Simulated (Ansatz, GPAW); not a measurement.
# Screening of a field by Cs/Ti(0001)

How does Cs/Ti(0001) screen a perpendicular field?

Calculated with GPAW 26.7.0 and Ansatz 0.2.0; Ansatz plane waves; slab in vacuum with a dipole correction, relaxation, in the first sound run; inputs show where later runs differ.

### Step 1. The starting structure

The cell holds 17 atoms: 16 Ti and 1 Cs. Cell: a = 5.900 Å, b = 5.900 Å, c = 28.912 Å, α = 90.0°, β = 90.0°, γ = 60.0°. Vacuum lies along c.

### Step 2. Relaxation

Forces are removed first; all later runs use this geometry. The lowest 12 atoms are held at bulk positions and keep their forces.

File input.yaml:

```yaml
crystal:
  lattice:
    - [5.9, 0.0, 0.0]
    - [2.95, 5.1095498823, 0.0]
    - [0.0, 0.0, 28.9119650788]
  atoms:
    - { symbol: Ti, position: [0.3333333334, 0.3333333334, 0.311289806] }
    - { symbol: Ti, position: [0.0, 0.0, 0.3923047074] }
    - { symbol: Ti, position: [0.3333333334, 0.3333333334, 0.4733196088] }
    - { symbol: Ti, position: [0.0, 0.0, 0.5543345102] }
    - { symbol: Ti, position: [0.3333333334, 0.8333333333, 0.311289806] }
    - { symbol: Ti, position: [0.0, 0.5, 0.3923047074] }
    - { symbol: Ti, position: [0.3333333334, 0.8333333333, 0.4733196088] }
    - { symbol: Ti, position: [0.0, 0.5, 0.5543345102] }
    - { symbol: Ti, position: [0.8333333334, 0.3333333334, 0.311289806] }
    - { symbol: Ti, position: [0.5, 0.0, 0.3923047074] }
    - { symbol: Ti, position: [0.8333333334, 0.3333333334, 0.4733196088] }
    - { symbol: Ti, position: [0.5, 0.0, 0.5543345102] }
    - { symbol: Ti, position: [0.8333333334, 0.8333333333, 0.311289806] }
    - { symbol: Ti, position: [0.5, 0.5, 0.3923047074] }
    - { symbol: Ti, position: [0.8333333334, 0.8333333333, 0.4733196088] }
    - { symbol: Ti, position: [0.5, 0.5, 0.5543345102] }
    - { symbol: Cs, position: [0.3333333333, 0.3333333333, 0.688710194] }
kpoints:
  mp_grid: { grid: [6, 6, 1] }
hamiltonian:
  xc: pbe
scf:
  occupations: { method: fermi_dirac, width: 0.1 }
efield:
  axis: 3
  dipole_correction: true
  ramp_width: 0.05
relax:
  f_tol: 0.02
  max_steps: 60
  constraints: [{ sites: [0, 1, 2, 4, 5, 6, 8, 9, 10, 12, 13, 14] }]
output:
  write_potential: true
  write_density: true
  volumetric_format: npy
```

Started as:

```bash
$ ansatz run input.yaml --threads 4 --pin off --max-ram 8192MiB --backend cpu --events-out ev --progress --plain --runs-dir out
```

Numbers of over 12 decimals in the logs are rounded to 6 here.

Log:

```text
Engine: ansatz 0.2.0, aarch64-unknown-linux-gnu
Pseudopotentials: kind: paw
Pseudopotential: Ti, paw, valence charge 12, recommended cutoff 420 eV (normal), Ti.paw.azcp
Pseudopotential: Cs, paw, valence charge 9, recommended cutoff 420 eV (normal), Cs.paw.azcp
Functional definition: PBE
  parameter kappa = 0.804
  parameter beta = 0.066725
  exchange = pbe_x(kappa = kappa, mu = beta*pi^2/3)
  correlation = pbe_c(beta = beta)
Crystal: 17 atoms, lattice volume = 871.590 Å³
Basis set: ecut = 420 eV, 16825 PW (Γ), exchange–correlation on 80×80×400 points (8 copies of the dense FFT grid, shifted against one another)
Bands: 121, of which v1, the nominal top of the filled ones, is band 101 counted from 1 (100 counted from 0)
Symmetry: 6 space group operations
Space group: P3m1 (ITA 156), of the structure as read, at distance tolerance 9.6e-5 Å
k-points: 7 of 36 (time reversal used)
Non-local potential: Ti, projectors of the file, l = 0: 3, l = 1: 2, l = 2: 3, l = 3: 1
Non-local potential: Cs, projectors of the file, l = 0: 3, l = 1: 2, l = 2: 2, l = 3: 2
PAW form: soft (Blöchl's): semilocal exchange-correlation on the pseudo side does not see the compensation charge
PAW one-centre angular grid: Ti, 590 points (default); XC on 64 Gauss nodes
PAW one-centre angular grid: Cs, 194 points (default); XC on 64 Gauss nodes
Initial density: superposition of atomic densities (neutral atoms: chi_scale 0, normalization atom), corrected by the library's trained network
Initial wavefunctions: pseudopotential atomic-orbital guess
Functional: x = pbe(κ = 0.804, μ = 0.219515), c = pbe(β = 0.066725)
SCF iter   1: F=—  HF=-45659.084836 eV  |F-HF|=—  |Δ(HF+E_count)|=         —  Δρ=5.42e-3  dr2=2.03e0  ethr=1.77e-3  p=0.369 e·Å  D=7.67e-2 V/Å  ΔV_dip=-2.22 eV  dr2_dipole=1.83e-1  V_vac-E_F(+/−)=1.89/4.11 eV  ⟨swp⟩=11.3  Hψ=4380  notcnv=0  defer=1
efield: sawtooth ramp at fractional position 0.9750 (placed from the atoms, in the widest stretch of the axis that holds none; the zero of the levels goes with the place), width 0.0500; the density the first Hamiltonian is built on has a dipole p = 0.369 e·Å; the dipole correction subtracts the counter field D = 7.67e-2 V/Å, which shifts the + side's vacuum level by -2.22 eV against the − side's; the planar-averaged density in the ramp window peaks in size at 2.9e-5 e/Å³
preconditioner: auto → LDOS  [metal: Δε(μ)=0.004 eV  Ē_g=2.831 eV  σ=0.100 eV  W_gap=0.01  n_scr=126 (ndim 8)  ℏωp=10.6 eV  f_vac=0.544  D(μ)=32.75/eV (n_scr^D=268)  β→1.0]
SCF iter   2: F=—  HF=-45659.052018 eV  |F-HF|=—  |Δ(HF+E_count)|=   3.28e-2  Δρ=1.67e-3  dr2=5.02e-2  ethr=1.01e-3  p=0.443 e·Å  D=9.19e-2 V/Å  ΔV_dip=-2.66 eV  dr2_dipole=5.76e-4  V_vac-E_F(+/−)=1.70/4.36 eV  ⟨swp⟩=3.3  Hψ=1013  notcnv=0
SCF iter   3: F=—  HF=-45659.054914 eV  |F-HF|=—  |Δ(HF+E_count)|=   2.90e-3  Δρ=5.69e-4  dr2=5.93e-3  ethr=2.50e-5  p=0.445 e·Å  D=9.25e-2 V/Å  ΔV_dip=-2.67 eV  dr2_dipole=3.69e-4  V_vac-E_F(+/−)=1.70/4.38 eV  ⟨swp⟩=4.1  Hψ=1786  notcnv=0
SCF iter   4: F=—  HF=-45659.054715 eV  |F-HF|=—  |Δ(HF+E_count)|=   1.98e-4  Δρ=2.03e-4  dr2=6.42e-4  ethr=2.95e-6  p=0.448 e·Å  D=9.30e-2 V/Å  ΔV_dip=-2.69 eV  dr2_dipole=2.54e-7  V_vac-E_F(+/−)=1.70/4.39 eV  ⟨swp⟩=3.3  Hψ=1456  notcnv=0
SCF iter   5: F=—  HF=-45659.054856 eV  |F-HF|=—  |Δ(HF+E_count)|=   1.41e-4  Δρ=1.09e-4  dr2=1.94e-4  ethr=3.19e-7  p=0.448 e·Å  D=9.30e-2 V/Å  ΔV_dip=-2.69 eV  dr2_dipole=1.28e-6  V_vac-E_F(+/−)=1.71/4.40 eV  ⟨swp⟩=4.7  Hψ=1800  notcnv=0
SCF iter   6: F=—  HF=-45659.054873 eV  |F-HF|=—  |Δ(HF+E_count)|=   1.61e-5  Δρ=3.64e-5  dr2=4.04e-5  ethr=9.64e-8  p=0.448 e·Å  D=9.30e-2 V/Å  ΔV_dip=-2.69 eV  dr2_dipole=1.83e-7  V_vac-E_F(+/−)=1.71/4.40 eV  ⟨swp⟩=3.6  Hψ=1496  notcnv=0
SCF iter   7: F=-45659.054878 eV  HF=-45659.054878 eV  |F-HF|=4.89e-7  |Δ(HF+E_count)|=   5.34e-6  Δρ=1.02e-5  dr2=2.56e-6  ethr=4.98e-9  p=0.448 e·Å  D=9.29e-2 V/Å  ΔV_dip=-2.69 eV  dr2_dipole=2.97e-8  V_vac-E_F(+/−)=1.72/4.40 eV  ⟨swp⟩=30.3  Hψ=12326  notcnv=0
SCF 1 converged in 7 iterations: F = -45659.054878 eV  dr2 = 2.56e-6
  greatest PAW one-centre occupation: 0.999 electrons in one spin orbital (limit 2), on the Ti atom at site 2 (counted from 0), in its partial waves of l = 0
relax step   1: F+E_penalty+E_count = -45659.05487836 eV  Δ(F+E_penalty+E_count) = +0.000e0 eV  max|allowed force component| = 4.360e-1 eV/Å  Δτ_max = 0.0000 Å  (7 SCF iters, dr2 threshold 1.00e-5 eV, accepted)
Initial density: handed on by an earlier stage of this run
Initial wavefunctions: those handed on with the density
iter 1 solved again at ethr=3.07e-3 eV; its pass at ethr=3.10e-3 eV (dr2=6.17e0 eV) is discarded
SCF iter   1: F=—  HF=-45659.500389 eV  |F-HF|=—  |Δ(HF+E_count)|=         —  Δρ=9.87e-3  dr2=6.30e0  ethr=3.07e-3  p=0.448 e·Å  D=9.29e-2 V/Å  ΔV_dip=-2.69 eV  dr2_dipole=1.09e-2  V_vac-E_F(+/−)=1.74/4.43 eV  ⟨swp⟩=1.0  Hψ=2884  notcnv=0
efield: sawtooth ramp at fractional position 0.9750 (handed on by an earlier solve), width 0.0500; the density the first Hamiltonian is built on has a dipole p = 0.448 e·Å; the dipole correction subtracts the counter field D = 9.29e-2 V/Å, which shifts the + side's vacuum level by -2.69 eV against the − side's; the planar-averaged density in the ramp window peaks in size at 1.1e-5 e/Å³
preconditioner: auto → LDOS  [metal: Δε(μ)=0.024 eV  Ē_g=2.875 eV  σ=0.100 eV  W_gap=0.06  n_scr=126 (ndim 8)  ℏωp=10.6 eV  f_vac=0.548  D(μ)=31.06/eV (n_scr^D=256)  β→1.0]
SCF iter   2: F=—  HF=-45659.279382 eV  |F-HF|=—  |Δ(HF+E_count)|=   2.21e-1  Δρ=3.82e-3  dr2=5.61e-1  ethr=3.07e-3  p=0.452 e·Å  D=9.39e-2 V/Å  ΔV_dip=-2.71 eV  dr2_dipole=7.03e-3  V_vac-E_F(+/−)=1.69/4.41 eV  ⟨swp⟩=2.4  Hψ=1259  notcnv=0
SCF iter   3: F=—  HF=-45659.239927 eV  |F-HF|=—  |Δ(HF+E_count)|=   3.95e-2  Δρ=1.25e-3  dr2=6.24e-2  ethr=2.79e-4  p=0.449 e·Å  D=9.33e-2 V/Å  ΔV_dip=-2.70 eV  dr2_dipole=1.96e-3  V_vac-E_F(+/−)=1.72/4.41 eV  ⟨swp⟩=2.4  Hψ=1344  notcnv=0
SCF iter   4: F=—  HF=-45659.233400 eV  |F-HF|=—  |Δ(HF+E_count)|=   6.53e-3  Δρ=3.77e-4  dr2=7.07e-3  ethr=3.11e-5  p=0.448 e·Å  D=9.31e-2 V/Å  ΔV_dip=-2.69 eV  dr2_dipole=1.66e-3  V_vac-E_F(+/−)=1.72/4.41 eV  ⟨swp⟩=2.7  Hψ=1430  notcnv=0
SCF iter   5: F=—  HF=-45659.233593 eV  |F-HF|=—  |Δ(HF+E_count)|=   1.93e-4  Δρ=1.14e-4  dr2=5.56e-4  ethr=3.52e-6  p=0.448 e·Å  D=9.30e-2 V/Å  ΔV_dip=-2.69 eV  dr2_dipole=2.71e-4  V_vac-E_F(+/−)=1.73/4.41 eV  ⟨swp⟩=2.9  Hψ=1095  notcnv=0
[...]
relax step   4: F+E_penalty+E_count = -45659.31367329 eV  Δ(F+E_penalty+E_count) = -4.472e-2 eV  max|allowed force component| = 9.801e-2 eV/Å  Δτ_max = 0.1951 Å  (5 SCF iters, dr2 threshold 6.58e-5 eV, accepted)
[...]
relax step   5: F+E_penalty+E_count = -45659.31699386 eV  Δ(F+E_penalty+E_count) = -3.321e-3 eV  max|allowed force component| = 4.206e-2 eV/Å  Δτ_max = 0.1032 Å  (6 SCF iters, dr2 threshold 9.40e-7 eV, accepted)
SCF iter   1: F=—  HF=-45659.317697 eV  |F-HF|=—  |Δ(HF+E_count)|=         —  Δρ=3.44e-4  dr2=2.14e-2  ethr=7.82e-5  p=0.469 e·Å  D=9.73e-2 V/Å  ΔV_dip=-2.81 eV  dr2_dipole=8.86e-3  V_vac-E_F(+/−)=1.60/4.41 eV  ⟨swp⟩=2.0  Hψ=1232  notcnv=0
efield: sawtooth ramp at fractional position 0.9750 (handed on by an earlier solve), width 0.0500; the density the first Hamiltonian is built on has a dipole p = 0.469 e·Å; the dipole correction subtracts the counter field D = 9.73e-2 V/Å, which shifts the + side's vacuum level by -2.81 eV against the − side's; the planar-averaged density in the ramp window peaks in size at 6.0e-6 e/Å³
preconditioner: auto → LDOS  [metal: Δε(μ)=0.031 eV  Ē_g=2.859 eV  σ=0.100 eV  W_gap=0.08  n_scr=126 (ndim 8)  ℏωp=10.6 eV  f_vac=0.554  D(μ)=31.02/eV (n_scr^D=256)  β→1.0]
SCF iter   2: F=—  HF=-45659.317669 eV  |F-HF|=—  |Δ(HF+E_count)|=   2.82e-5  Δρ=8.82e-5  dr2=3.00e-4  ethr=1.06e-5  p=0.470 e·Å  D=9.77e-2 V/Å  ΔV_dip=-2.82 eV  dr2_dipole=1.02e-4  V_vac-E_F(+/−)=1.59/4.42 eV  ⟨swp⟩=1.0  Hψ=980  notcnv=0
SCF iter   3: F=—  HF=-45659.317659 eV  |F-HF|=—  |Δ(HF+E_count)|=   9.49e-6  Δρ=3.83e-5  dr2=4.53e-5  ethr=1.49e-7  p=0.469 e·Å  D=9.74e-2 V/Å  ΔV_dip=-2.81 eV  dr2_dipole=4.54e-7  V_vac-E_F(+/−)=1.60/4.42 eV  ⟨swp⟩=3.0  Hψ=1394  notcnv=0
SCF iter   4: F=—  HF=-45659.317579 eV  |F-HF|=—  |Δ(HF+E_count)|=   8.01e-5  Δρ=1.41e-5  dr2=5.04e-6  ethr=2.25e-8  p=0.469 e·Å  D=9.73e-2 V/Å  ΔV_dip=-2.81 eV  dr2_dipole=1.00e-10  V_vac-E_F(+/−)=1.60/4.42 eV  ⟨swp⟩=2.7  Hψ=1398  notcnv=0
SCF iter   5: F=—  HF=-45659.317580 eV  |F-HF|=—  |Δ(HF+E_count)|=   2.82e-7  Δρ=5.20e-6  dr2=6.28e-7  ethr=2.51e-9  p=0.469 e·Å  D=9.73e-2 V/Å  ΔV_dip=-2.81 eV  dr2_dipole=1.45e-7  V_vac-E_F(+/−)=1.60/4.42 eV  ⟨swp⟩=3.6  Hψ=1670  notcnv=0
SCF iter   6: F=—  HF=-45659.317580 eV  |F-HF|=—  |Δ(HF+E_count)|=   9.72e-8  Δρ=1.76e-6  dr2=1.34e-7  ethr=4.98e-11  p=0.469 e·Å  D=9.73e-2 V/Å  ΔV_dip=-2.81 eV  dr2_dipole=6.03e-8  V_vac-E_F(+/−)=1.60/4.42 eV  ⟨swp⟩=16.4  Hψ=8208  notcnv=0
SCF iter   7: F=-45659.317580 eV  HF=-45659.317580 eV  |F-HF|=1.27e-8  |Δ(HF+E_count)|=   2.53e-8  Δρ=8.97e-7  dr2=1.56e-8  ethr=4.98e-11  p=0.469 e·Å  D=9.74e-2 V/Å  ΔV_dip=-2.81 eV  dr2_dipole=1.50e-9  V_vac-E_F(+/−)=1.60/4.42 eV  ⟨swp⟩=15.4  Hψ=6601  notcnv=0
SCF 6 converged in 7 iterations: F = -45659.317580 eV  dr2 = 1.56e-8
relax step   6: F+E_penalty+E_count = -45659.31757975 eV  Δ(F+E_penalty+E_count) = -5.859e-4 eV  max|allowed force component| = 7.140e-3 eV/Å  Δτ_max = 0.0318 Å  (7 SCF iters, accepted)
NSCF: frozen V_eff on 7 k-points
the band table was solved once a step of the walk had ended and its energy, with any forces and stress, was formed, with the checks that follow a solve (3705 applications of the Hamiltonian). They found nothing against the state; the energy, forces and stress were not computed again (output.eigenvalues in the input reference)
WARN: The output density's exchange-correlation potential varies sharply where the density is thin. Do not read a vacuum level from v_tot or v_xc, or from such a field of the output density. On a cell that repeats whose density bears no net charge and no dipole along the vacuum's axis use v_es (v_loc + v_h of the components); under efield.dipole_correction with no amplitude use v_es + v_field, which holds any externa [...]
SCF converged after 7 iterations
Free energy (F): -45659.317580 eV
Harris-Foulkes:  -45659.317580 eV  (|F-HF|=1.27e-8)
Internal energy: -45658.314532 eV  (E = F + TS)
E sigma→0 (E₀):  -45658.816056 eV
Entropy (-TS):   -1.003048 eV (-59.003 meV/atom)
Fermi energy:    2.915898 eV
Dipole field:    D = 0.097327 V/Å  (p = 0.468795 e·Å, saw-weighted, corrected)
Work function:   Φ+ = 1.6021 eV   Φ− = 4.4160 eV
Levels:          The Fermi level and band energies are counted from a zero that moves with the ramp; work functions are not
--- Per-component energies (eV) ---
  E_band       = -4603.392397
  E_kinetic    = 4485.076814
  E_local      = -265502.223611  (includes V_loc(G=0)·N_el)
  E_nonlocal   = 166.301423
  E_hartree    = 130517.028220
  E_xc         = -1722.531635
  E_vxc        = -2062.230119  (∫ρ·V_xc dr)
  E_paw        = -21829.448908  (= ΣΔE_a)
  E_vpaw       = -2757.139651  (= ΣTr[D̂ρ^β])
  E_aug_tail   = 0.001935  (compensation charges beyond the density's cutoff)
  E_efield     = 0.022813  (sawtooth field / dipole correction)
  E_vefield    = 32.718271  (∫n·V_field dr)
  E_ewald      = 108227.458416
  E_smearing   = -1.003048  (= −TS)
  E_closure    = -0.000000  (closes the sum)
  Σ components = -45659.317580   (vs F -45659.317580, Δ=0.00e0)
--- Forces (eV/Å), atoms counted from 1 ---
  atom   1  Ti     0.00000000    -0.00000000     0.55427019
  atom   2  Ti    -0.00000000     0.00000000    -0.68701144
  atom   3  Ti     0.00000000    -0.00000000     0.00992145
  atom   4  Ti    -0.00000000     0.00000000    -0.00713981
  atom   5  Ti     0.00089521    -0.00051685     0.55106367
  atom   6  Ti    -0.00941985     0.00543855    -0.70874964
  atom   7  Ti    -0.06035093     0.03484362     0.19976532
  atom   8  Ti     0.00019710    -0.00011380     0.00328506
  atom   9  Ti     0.00000000     0.00103370     0.55106367
  atom  10  Ti    -0.00000000    -0.01087711    -0.70874964
  atom  11  Ti     0.00000000    -0.06968725     0.19976532
  atom  12  Ti    -0.00000000     0.00022759     0.00328506
  atom  13  Ti    -0.00089521    -0.00051685     0.55106367
  atom  14  Ti     0.00941985     0.00543855    -0.70874964
  atom  15  Ti     0.06035093     0.03484362     0.19976532
  atom  16  Ti    -0.00019710    -0.00011380     0.00328506
  atom  17  Cs    -0.00000000     0.00000000    -0.00616075
  max |Σ_I F_I| component: 2.71e-5 eV/Å
--- Band table (eV; the first three rows and the last of 7) ---
  k-point 0: bands = [... 97 lower, 2.9962, 3.2224, 3.3432, 3.3512, 3.3561, 3.3561, 3.5582, 3.5801, ... 16 higher]
  k-point 1: bands = [... 97 lower, 2.9769, 3.0782, 3.2025, 3.2108, 3.2142, 3.2692, 3.3877, 3.4624, ... 16 higher]
  k-point 2: bands = [... 97 lower, 2.7932, 2.8173, 2.9223, 2.9290, 2.9792, 3.0093, 3.1661, 3.1751, ... 16 higher]
  k-point 6: bands = [... 97 lower, 2.5087, 2.5107, 2.6098, 2.6098, 2.6220, 2.8602, 2.8856, 2.9961, ... 16 higher]
--- Relaxed structure (6 steps of the walk, 6 accepted, 0 SCFs on fresh bases) ---
  F+E_penalty+E_count = -45659.31757975 eV   max|allowed force component| = 7.140e-3 eV/Å
  atoms:
    - { symbol: Ti, position: [0.333333, 0.333333, 0.311290] }
    - { symbol: Ti, position: [2.7275375343293297e-17, 4.353815782718623e-17, 0.392305] }
    - { symbol: Ti, position: [0.333333, 0.333333, 0.473320] }
    - { symbol: Ti, position: [2.6642497329570605e-17, 4.353815782718623e-17, 0.550845] }
    - { symbol: Ti, position: [0.333333, 0.833333, 0.311290] }
    - { symbol: Ti, position: [5.551115123125783e-17, 0.500000, 0.392305] }
    - { symbol: Ti, position: [0.333333, 0.833333, 0.473320] }
    - { symbol: Ti, position: [0.00169009, 0.499155, 0.548942] }
    - { symbol: Ti, position: [0.833333, 0.333333, 0.311290] }
    - { symbol: Ti, position: [0.5, 4.353815782718623e-17, 0.392305] }
    - { symbol: Ti, position: [0.833333, 0.333333, 0.473320] }
    - { symbol: Ti, position: [0.499155, 0.00169009, 0.548942] }
    - { symbol: Ti, position: [0.833333, 0.833333, 0.311290] }
    - { symbol: Ti, position: [0.5, 0.500000, 0.392305] }
    - { symbol: Ti, position: [0.833333, 0.833333, 0.473320] }
    - { symbol: Ti, position: [0.499155, 0.499155, 0.548942] }
    - { symbol: Cs, position: [0.333333, 0.333333, 0.669440] }
```

The job ended after 2.4 min (4 threads of Arm Neoverse V1, shared host; peak memory 2.4 GiB; 9.7 min of CPU time).

Relaxation path:

| step | energy less that of the first step (eV) | largest force component (eV/Å) |
| --- | --- | --- |
| 1 | 0.0000 | 0.4360 |
| 2 | -0.1788 | 0.3824 |
| 3 | -0.2141 | 0.3132 |
| 4 | -0.2588 | 0.0980 |
| 5 | -0.2621 | 0.0421 |
| 6 | -0.2627 | 0.0071 |

Forces are held to the 6 operations that the run works with; a distortion that breaks them can't arise in this run.

The atoms that moved most (Å):

| atom | dx | dy | dz | length |
| --- | --- | --- | --- | --- |
| Cs17 | 0.000 | 0.000 | -0.557 | 0.557 |
| Ti16 | -0.007 | -0.004 | -0.156 | 0.156 |
| Ti12 | 0.000 | 0.009 | -0.156 | 0.156 |
| Ti8 | 0.007 | -0.004 | -0.156 | 0.156 |
| Ti4 | 0.000 | 0.000 | -0.101 | 0.101 |

Final coordinates:

```cif
data_structure
_symmetry_space_group_name_H-M 'P 1'
_symmetry_Int_Tables_number 1
_cell_length_a 5.9000
_cell_length_b 5.9000
_cell_length_c 28.9120
_cell_angle_alpha 90.000
_cell_angle_beta 90.000
_cell_angle_gamma 60.000
_cell_volume 871.59
loop_
_atom_site_label
_atom_site_type_symbol
_atom_site_fract_x
_atom_site_fract_y
_atom_site_fract_z
_atom_site_occupancy
Ti1 Ti 0.33333 0.33333 0.31129 1
Ti2 Ti 0.00000 0.00000 0.39230 1
Ti3 Ti 0.33333 0.33333 0.47332 1
Ti4 Ti 0.00000 0.00000 0.55084 1
Ti5 Ti 0.33333 0.83333 0.31129 1
Ti6 Ti 0.00000 0.50000 0.39230 1
Ti7 Ti 0.33333 0.83333 0.47332 1
Ti8 Ti 0.00169 0.49915 0.54894 1
Ti9 Ti 0.83333 0.33333 0.31129 1
Ti10 Ti 0.50000 0.00000 0.39230 1
Ti11 Ti 0.83333 0.33333 0.47332 1
Ti12 Ti 0.49915 0.00169 0.54894 1
Ti13 Ti 0.83333 0.83333 0.31129 1
Ti14 Ti 0.50000 0.50000 0.39230 1
Ti15 Ti 0.83333 0.83333 0.47332 1
Ti16 Ti 0.49915 0.49915 0.54894 1
Cs17 Cs 0.33333 0.33333 0.66944 1
```

Numbers from this step:

```
free energy             : -45659.3176 eV
smearing term TS        : 1.003 eV
symmetry operations     : 6
upper work function     : 1.602 eV
lower work function     : 4.416 eV
dipole along the normal : 0.4688 e·Å
dipole field            : 0.09733 V/Å
vacuum level above      : 4.518 eV
vacuum level below      : 7.332 eV
```

The electrostatic potential energy of an electron (with the applied field's), less the Fermi level, planar mean oscillates, so the rows of the table below give means over windows of 1 Å about each position, cut where the curve ends. Its maxima inside the range that stand out by 2 % of the span (Å: eV): 2.2: 4.42, 10.1: -0.228, 12.6: -0.444, 14.7: -1.16, 17.6: 2.86. Its minima: 9.0: -12.8, 11.3: -12.5, 13.7: -12.5, 15.9: -12.7, 19.5: -2.71.

The electrostatic potential energy of an electron (with the applied field's), less the Fermi level, planar mean by z; means over each step:

z (Å), electrostatic potential energy of an electron (with the applied field's), less the Fermi level, planar mean (eV) and a bar from the least value:
```
        0        3.5 ############################
        1        4.4 ##############################
        2        4.4 ##############################
        3        4.4 ##############################
        4        4.4 ##############################
        5        4.4 ##############################
        6        4.3 ##############################
        7        3.6 ############################
        8       -1.8 ##################
        9      -11.3 
       10       -2.5 #################
       11       -9.2 ####
       12       -5.9 ##########
       13       -5.5 ###########
       14       -9.5 ###
       15       -4.0 ##############
       16      -11.0 
       17       -0.4 #####################
       18        2.2 ##########################
       19       -1.7 ##################
       20       -1.6 ##################
       21        0.9 #######################
       22        1.4 ########################
       23        1.6 #########################
       24        1.6 #########################
       25        1.6 #########################
       26        1.6 #########################
       27        1.6 #########################
       28        1.7 #########################
```

The valence density, planar mean oscillates, so the rows of the table below give means over windows of 2.39 Å about each position, cut where the curve ends. Its maxima inside the range that stand out by 2 % of the span (Å: e/Å³): 9.0: 1.49, 11.3: 1.48, 13.7: 1.49, 15.9: 1.49, 19.2: 0.149. Its minima: 10.1: 0.191, 12.6: 0.189, 14.7: 0.219, 17.9: 0.0386.

Valence density, planar mean against z; means over each step:

| z (Å) | valence density, planar mean (e/Å³) |
| --- | --- |
| 3.58 | 2.3e-5 |
| 5.97 | 0.00469 |
| 8.36 | 0.588 |
| 10.75 | 0.676 |
| 13.14 | 0.677 |
| 15.53 | 0.684 |
| 17.92 | 0.0835 |
| 20.31 | 0.0743 |
| 22.70 | 8.7e-4 |
| 25.09 | 4.2e-5 |

The relaxation lowered the energy of the cell by 0.263 eV.

(Part 1 of 2 ends here.)

[Logs are printed without paths, hosts, clocks, repeated set-up lines and the standing remarks that a program may print on its own settings, such as how far it seeks lower states.]

[Hosts, paths, dates, database ids (printed as entryN), source tags and the programs' standing remarks are cut or masked in the printed files.]
